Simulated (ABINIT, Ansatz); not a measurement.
# AlH3 (Pm-3m): Raman and infrared activity, part 3 of 3

Which lines does AlH3 (Pm-3m) show in Raman and infrared spectra?

ABINIT 10.8.3; DFT LDA, scalar-relativistic, plane waves, HGH norm-conserving pseudopotentials.

So far, mean static dielectric tensor (ions relaxed, fixed cell): step 6 (zone-centre analysis) 12.5.

The structure was built from a prototype and need not be the compound's stable phase.

## Step 8: A second program

The same cell goes through another code, with its own cutoff. The potentials differ. Its k mesh is centred on Γ.

This step: DFT LDA, scalar-relativistic, plane waves, PseudoDojo norm-conserving pseudopotentials (Ansatz 0.2.0).

File input.yaml:

```yaml
crystal:
  lattice:
    - [3.3844331779, 0.0, 0.0]
    - [0.0, 3.3844331779, 0.0]
    - [0.0, 0.0, 3.3844331779]
  atoms:
    - { symbol: Al, position: [0.0, 0.0, 0.0] }
    - { symbol: H, position: [0.5, 0.0, 0.0] }
    - { symbol: H, position: [0.0, 0.5, 0.0] }
    - { symbol: H, position: [0.0, 0.0, 0.5] }
kpoints:
  mp_grid: { grid: [12, 12, 12] }
hamiltonian:
  xc: lda
  pseudopotentials: { kind: nc, accuracy: standard }
scf:
  occupations: { method: fixed }
output:
  eigenvalues: true
phonons:
  method: dfpt
  dielectric: true
  rigid_motions: translations
  raman: true
```

Started as:

```console
ansatz run input.yaml --threads 2 --pin off --max-ram 4096MiB --backend cpu --events-out ev --progress --plain --runs-dir out
```

Output:

```text
Engine: ansatz 0.2.0, aarch64-unknown-linux-gnu
Pseudopotentials: kind: nc
Pseudopotential: Al, nc, valence charge 3, recommended cutoff 598.650497 eV (normal), Al.nc.azcp (PseudoDojo's, or run here from an input of PseudoDojo's; its table is named by hamiltonian.pseudopotentials.accuracy)
Pseudopotential: H, nc, valence charge 1, recommended cutoff 1006.821291 eV (normal), H.nc.azcp (PseudoDojo's, or run here from an input of PseudoDojo's; its table is named by hamiltonian.pseudopotentials.accuracy)
Functional definition: SPW92
  exchange = slater_x
  correlation = pw_c
Crystal: 4 atoms, lattice volume = 38.767 Å³
Basis set: ecut = 1006.821291 eV, 2801 PW (Γ), exchange–correlation on 72×72×72 points (8 copies of the dense FFT grid, shifted against one another)
Bands: 7, of which v1, the nominal top of the filled ones, is band 3 counted from 1 (2 counted from 0)
Symmetry: 48 space group operations
k-points: 518 of 1728 (irreducible under 2 space group operations, time reversal used)
Non-local potential: Al, projectors of the file, l = 0: 2, l = 1: 2, l = 2: 2
Non-local potential: H, projectors of the file, l = 0: 2, l = 1: 1
Initial density: superposition of atomic densities (chi_scale 0.1, normalization cell, long waves kept (reshape's long-wave potential 0.00 eV rms))
Initial wavefunctions: pseudopotential atomic-orbital guess
Functional: x = slater, c = lda
SCF iter   1: F=—  HF=-111.969958 eV  |F-HF|=—  |Δ(HF+E_count)|=         —  Δρ=9.01e-2  dr2=2.44e0  ethr=3.10e-3  ⟨swp⟩=4.6  Hψ=27777  notcnv=0  defer=956
preconditioner: auto → none  [insulator: Δε(μ)=1.441 eV  Ē_g=11.446 eV  n_scr=6 (ndim 8)  ℏωp=14.6 eV  f_vac=0.000  ε∞_Penn≈2.6]
SCF iter   2: F=—  HF=-111.185672 eV  |F-HF|=—  |Δ(HF+E_count)|=   7.84e-1  Δρ=3.11e-2  dr2=3.14e-1  ethr=3.10e-3  ⟨swp⟩=2.7  Hψ=10576  notcnv=0  defer=1006
SCF iter   3: F=—  HF=-111.073978 eV  |F-HF|=—  |Δ(HF+E_count)|=   1.12e-1  Δρ=1.99e-3  dr2=6.70e-4  ethr=3.10e-3  ⟨swp⟩=2.6  Hψ=6041  notcnv=0  defer=1015
SCF iter   4: F=—  HF=-111.074202 eV  |F-HF|=—  |Δ(HF+E_count)|=   2.25e-4  Δρ=1.64e-4  dr2=9.22e-6  ethr=1.12e-5  ⟨swp⟩=3.1  Hψ=6312  notcnv=0  defer=1029
SCF iter   5: F=—  HF=-111.074200 eV  |F-HF|=—  |Δ(HF+E_count)|=   2.29e-6  Δρ=7.64e-6  dr2=2.56e-8  ethr=1.54e-7  ⟨swp⟩=2.7  Hψ=5167  notcnv=0  defer=909
SCF iter   6: F=—  HF=-111.074200 eV  |F-HF|=—  |Δ(HF+E_count)|=   3.70e-8  Δρ=8.61e-7  dr2=9.78e-11  ethr=1.67e-12  ⟨swp⟩=9.2  Hψ=30403  notcnv=0
SCF iter   7: F=-111.074200 eV  HF=-111.074200 eV  |F-HF|=2.27e-13  |Δ(HF+E_count)|=  5.54e-11  Δρ=4.45e-8  dr2=6.85e-13  ethr=1.63e-12  ⟨swp⟩=4.5  Hψ=15322  notcnv=0
SCF 1 converged in 7 iterations: F = -111.074200 eV  dr2 = 6.85e-13
DFPT response loops at Γ: preconditioner auto → none (the input reference at scf.mixing.eps_inf says where Resta's filter doesn't serve); β = 0.50; Broyden in place of MSR1
── the response to a field inside a basis, on 12×12×12 k-points: an SCF that follows is theirs, and a resumed run solves both again ──
Bands: 4, of which v1, the nominal top of the filled ones, is band 3 counted from 1 (2 counted from 0)
k-points: 56 of 1728
Initial density: handed on by an earlier stage of this run
Initial wavefunctions: pseudopotential atomic-orbital guess (no wavefunctions were taken with the density)
Eigensolver: Dense (56 Hₖ)
SCF iter   1: F=—  HF=-111.073923 eV  |F-HF|=—  |Δ(HF+E_count)|=         —  Δρ=4.96e-5  dr2=1.38e-7  ethr=1.00e-1
preconditioner: auto → none  [insulator: Δε(μ)=0.771 eV  Ē_g=8.166 eV  n_scr=6 (ndim 8)  ℏωp=14.6 eV  f_vac=0.014  ε∞_Penn≈4.2]
SCF iter   2: F=—  HF=-111.073923 eV  |F-HF|=—  |Δ(HF+E_count)|=   1.03e-7  Δρ=2.50e-5  dr2=3.45e-8  ethr=2.30e-9
SCF iter   3: F=-111.073923 eV  HF=-111.073923 eV  |F-HF|=1.62e-12  |Δ(HF+E_count)|=   3.64e-8  Δρ=2.54e-7  dr2=9.13e-12  ethr=5.76e-10
SCF 1 converged in 3 iterations: F = -111.073923 eV  dr2 = 9.13e-12
DFPT response loops at Γ: mixed as the last ones told, above
DFPT response loops at Γ: mixed as the last ones told, above
DFPT response loops at Γ: mixed as the last ones told, above
SCF converged after 7 iterations
Free energy (F): -111.074200 eV
Harris-Foulkes:  -111.074200 eV  (|F-HF|=2.27e-13)
Internal energy: -111.074200 eV  (E = F + TS)
E sigma→0 (E₀):  -111.074200 eV
Fermi energy:    0.796303 eV
--- Per-component energies (eV) ---
  E_band       = -18.908687
  E_kinetic    = 70.750007
  E_local      = -59.338731  (includes V_loc(G=0)·N_el)
  E_nonlocal   = 2.892588
  E_hartree    = 16.682150
  E_xc         = -58.520879
  E_vxc        = -66.576849  (∫ρ·V_xc dr)
  E_ewald      = -83.539335
  E_smearing   = -0.000000  (= −TS)
  E_closure    = 0.000000  (closes the sum)
  Σ components = -111.074200   (vs F -111.074200, Δ=0.00e0)
--- Band table (eV; the first three rows and the last of 518) ---
  k-point 0: bands = ["-8.2485", "0.4085", "0.4085", "6.0138", "6.0138", "6.0138", "10.2195"]
  k-point 1: bands = ["-8.1729", "0.0788", "0.4327", "6.0800", "6.0800", "6.2109", "10.5214"]
  k-point 2: bands = ["-7.9493", "-0.7349", "0.4999", "6.2740", "6.2740", "6.6838", "11.3274"]
  k-point 517: bands = ["-2.4196", "-2.4196", "-2.4196", "1.2090", "6.1764", "6.1764", "6.1764"]
--- Phonons (Γ-DFPT): 3 representative perturbations + reference, on 518 of 1728 k-points (Σ response iterations 9) ---
  k mesh reduced under 2 symmetry operations, with k and −k counted as one. Each operation leaves every solved perturbation unchanged. A smaller set is not considered because the run solves the response to a homogeneous field
  ASR residual: 4.833e-5 → 0.000e0 eV/Å²; symmetrization residual: 2.311e-7 eV/Å²
  ASR residual per site (eV/Å²): 4.83e-5 5.60e-6 5.60e-6 5.60e-6
  Γ frequencies (cm⁻¹): 0.00 0.00 0.00 484.25 484.25 484.25 566.21 566.21 566.21 1913.29 1913.29 1913.29
  ε∞ (high-frequency dielectric tensor):
        4.132434     0.000000     0.000000
        0.000000     4.132434    -0.000000
        0.000000     0.000000     4.132434
  ε⁰ (static dielectric tensor: ions relaxed, cell fixed):
       11.776468    -0.000000     0.000000
       -0.000000    11.776468    -0.000000
        0.000000    -0.000000    11.776468
  ε⁰ − ε∞ (ionic part):
        7.644035    -0.000000     0.000000
       -0.000000     7.644035    -0.000000
        0.000000    -0.000000     7.644035
  softest optical mode at Γ: 484.25 cm⁻¹; the repairs (sum rule, projections) moved no ω² at Γ by more than (1.50 cm⁻¹)²
  Born effective charges Z* (e; rows j = field, columns β = displacement):
    site 0:
         2.74396    0.00000    0.00000
        -0.00000    2.74396   -0.00000
         0.00000    0.00000    2.74396
    site 1:
        -1.56882   -0.00000    0.00000
        -0.00000   -0.58757   -0.00000
         0.00000    0.00000   -0.58757
    site 2:
        -0.58757    0.00000    0.00000
         0.00000   -1.56882    0.00000
         0.00000    0.00000   -0.58757
    site 3:
        -0.58757    0.00000    0.00000
        -0.00000   -0.58757    0.00000
         0.00000    0.00000   -1.56882
  Z* charge neutrality: 2.102e-6 e pre-enforcement
  k-mesh period / interband length: 40.6 Å / 1.81 Å = 22.49 at k = (0.0000, 0.0000, 0.0000), direct gap 5.605 eV — 14 or more, which is no proof of convergence
  Raman tensors (in the event stream and the table raman_tensors.tsv): an entry may err by 6.9e-4 Å², one of the second-order susceptibility by 3.7e-20 pm/V (basis, points and sum rule); their sum over the sites missed zero by 1.087e-20 Å² ahead of its enforcement
  optical modes at Γ without the LO–TO term, one row a degenerate level:
      ω (cm⁻¹)  modes    IR ((D/Å)²/amu)  static Raman (Å⁴/amu)  depolarisation
        484.25      3            88.2992                 0.0000               —
        566.21      3             0.0000                 0.0000               —
       1913.29      3           147.4180                 0.0000               —
  optical modes at Γ + LO–TO along q̂ = [1.0000, 0.0000, 0.0000]:
      ω (cm⁻¹)  modes    IR ((D/Å)²/amu)  static Raman (Å⁴/amu)  depolarisation
        484.25      2            58.8661                 0.0000               —
        566.21      3             0.0000                 0.0000               —
        747.07      1            19.7163                 0.0000               —
       1913.29      2            98.2787                 0.0000               —
       2093.60      1            58.8561                 0.0000               —
  optical modes at Γ + LO–TO along q̂ = [0.0000, 1.0000, 0.0000]:
      ω (cm⁻¹)  modes    IR ((D/Å)²/amu)  static Raman (Å⁴/amu)  depolarisation
        484.25      2            58.8661                 0.0000               —
        566.21      3             0.0000                 0.0000               —
        747.07      1            19.7163                 0.0000               —
       1913.29      2            98.2787                 0.0000               —
       2093.60      1            58.8561                 0.0000               —
  optical modes at Γ + LO–TO along q̂ = [0.0000, 0.0000, 1.0000]:
      ω (cm⁻¹)  modes    IR ((D/Å)²/amu)  static Raman (Å⁴/amu)  depolarisation
        484.25      2            58.8661                 0.0000               —
        566.21      3             0.0000                 0.0000               —
        747.07      1            19.7163                 0.0000               —
       1913.29      2            98.2787                 0.0000               —
       2093.60      1            58.8561                 0.0000               —
```

Elapsed: 3.3 min, on 2 threads of Arm Neoverse V1, shared host; peak memory 1.7 GiB; 6 min of CPU time.

Numbers from this step:

* gap on the k-mesh: 0.4127 eV
* sum-rule residual before enforcement: 4.83e-5 eV/Å²
* miss of the charge sum rule: 2.10e-6 e
* highest optical zone-centre mode (no LO-TO term): 1913 cm⁻¹
* lowest optical zone-centre mode: 484.2 cm⁻¹
* mean high-frequency dielectric constant: 4.132
* largest Born charge in size (third of the trace): 2.744 e
* mean static dielectric constant: 11.78
* highest mode moved by the LO-TO term: 2094 cm⁻¹

Transverse modes. Lines of the infrared spectrum (strongest = 100):

```csv
position (cm⁻¹),label,"IR intensity ((D/Å)²/amu), degenerate modes summed, relative"
484,T1u,60
566,T2u,0.0
1913,T1u,100
```

## Step 9: Side by side: ABINIT HGH and Ansatz, PseudoDojo

Worked out from the results:

| Quantity | Value |
| --- | --- |
| root-mean-square difference | 19.34 cm⁻¹ |
| largest difference | 31.3 cm⁻¹ |

Optical modes, paired by symmetry label. Frequencies side by side, by row:

| q (reciprocal lattice) | mode | ABINIT HGH (cm⁻¹) | Ansatz, PseudoDojo (cm⁻¹) |
| --- | --- | --- | --- |
| 0 0 0 | 4 | 472.8 | 484.3 |
| 0 0 0 | 5 | 472.8 | 484.3 |
| 0 0 0 | 6 | 472.8 | 484.3 |
| 0 0 0 | 7 | 563 | 566.2 |
| 0 0 0 | 8 | 563 | 566.2 |
| 0 0 0 | 9 | 563 | 566.2 |
| 0 0 0 | 10 | 1882 | 1913 |
| 0 0 0 | 11 | 1882 | 1913 |
| 0 0 0 | 12 | 1882 | 1913 |

The two runs side by side. Further quantities:

```
                                                                               quantity  ABINIT HGH  Ansatz, PseudoDojo
                                                                                mean ε∞       4.191               4.132
largest Born charge in size (e; the first before, the second after the charge sum rule)       2.788               2.744
                                                       summed IR intensity ((D/Å)²/amu)       246.1               235.7
                                                         summed Raman activity (Å⁴/amu)           0                   0
```

At the zone centre the largest difference (acoustic modes at Γ apart) is 2 % of the highest mode.

## Step 10: Outcome

```yaml
space_group_after_relaxation: Pm-3m
volume_per_atom: 9.69 Å³
highest_optical_zone_centre_mode_no_lo_to_term: 1882 cm⁻¹
lowest_optical_zone_centre_mode: 472.8 cm⁻¹
highest_mode_moved_by_the_lo_to_term: 2072 cm⁻¹
mean_high_frequency_dielectric_constant: 4.19
largest_born_charge_in_size_third_of_the_trace: 2.79 e
mean_static_dielectric_constant: 12.5
imaginary_optical_modes_at_the_zone_centre_no_q_mesh_in_this_session: none
largest_difference_from_ansatz_pseudodojo: 31.3 cm⁻¹
```

In words: No mode is Raman active in this structure; the strongest infrared line lies at 1882 cm⁻¹. At the LDA level the optical modes of AlH3 (Pm-3m) at the zone centre (no LO-TO term) run from 473 to 1882 cm⁻¹. Along the directions run, the highest mode that the macroscopic field moves lies at 2072 cm⁻¹. Lattice motion raises the mean dielectric constant from 4.191 to 12.48. ABINIT HGH and Ansatz, PseudoDojo differ by 19.3 cm⁻¹ in the root mean square and by 31.3 cm⁻¹ at most, 1.7 % of the highest mode compared (acoustic modes at Γ left out); the two use different potentials, and the cell was not relaxed for the second set. These are harmonic frequencies at zero temperature: anharmonic shifts and linewidths and thermal expansion are left out. The structure is a hypothetical one, built on a prototype.

[Host names and launcher messages were left out of these logs when they were recorded.]

[Logs are printed without paths, hosts, clocks, repeated set-up lines and the standing remarks that a program may print on its own settings, such as how far it seeks lower states.]

[Hosts, paths, dates, database ids (printed as entryN), source tags and the programs' standing remarks are cut or masked in the printed files.]
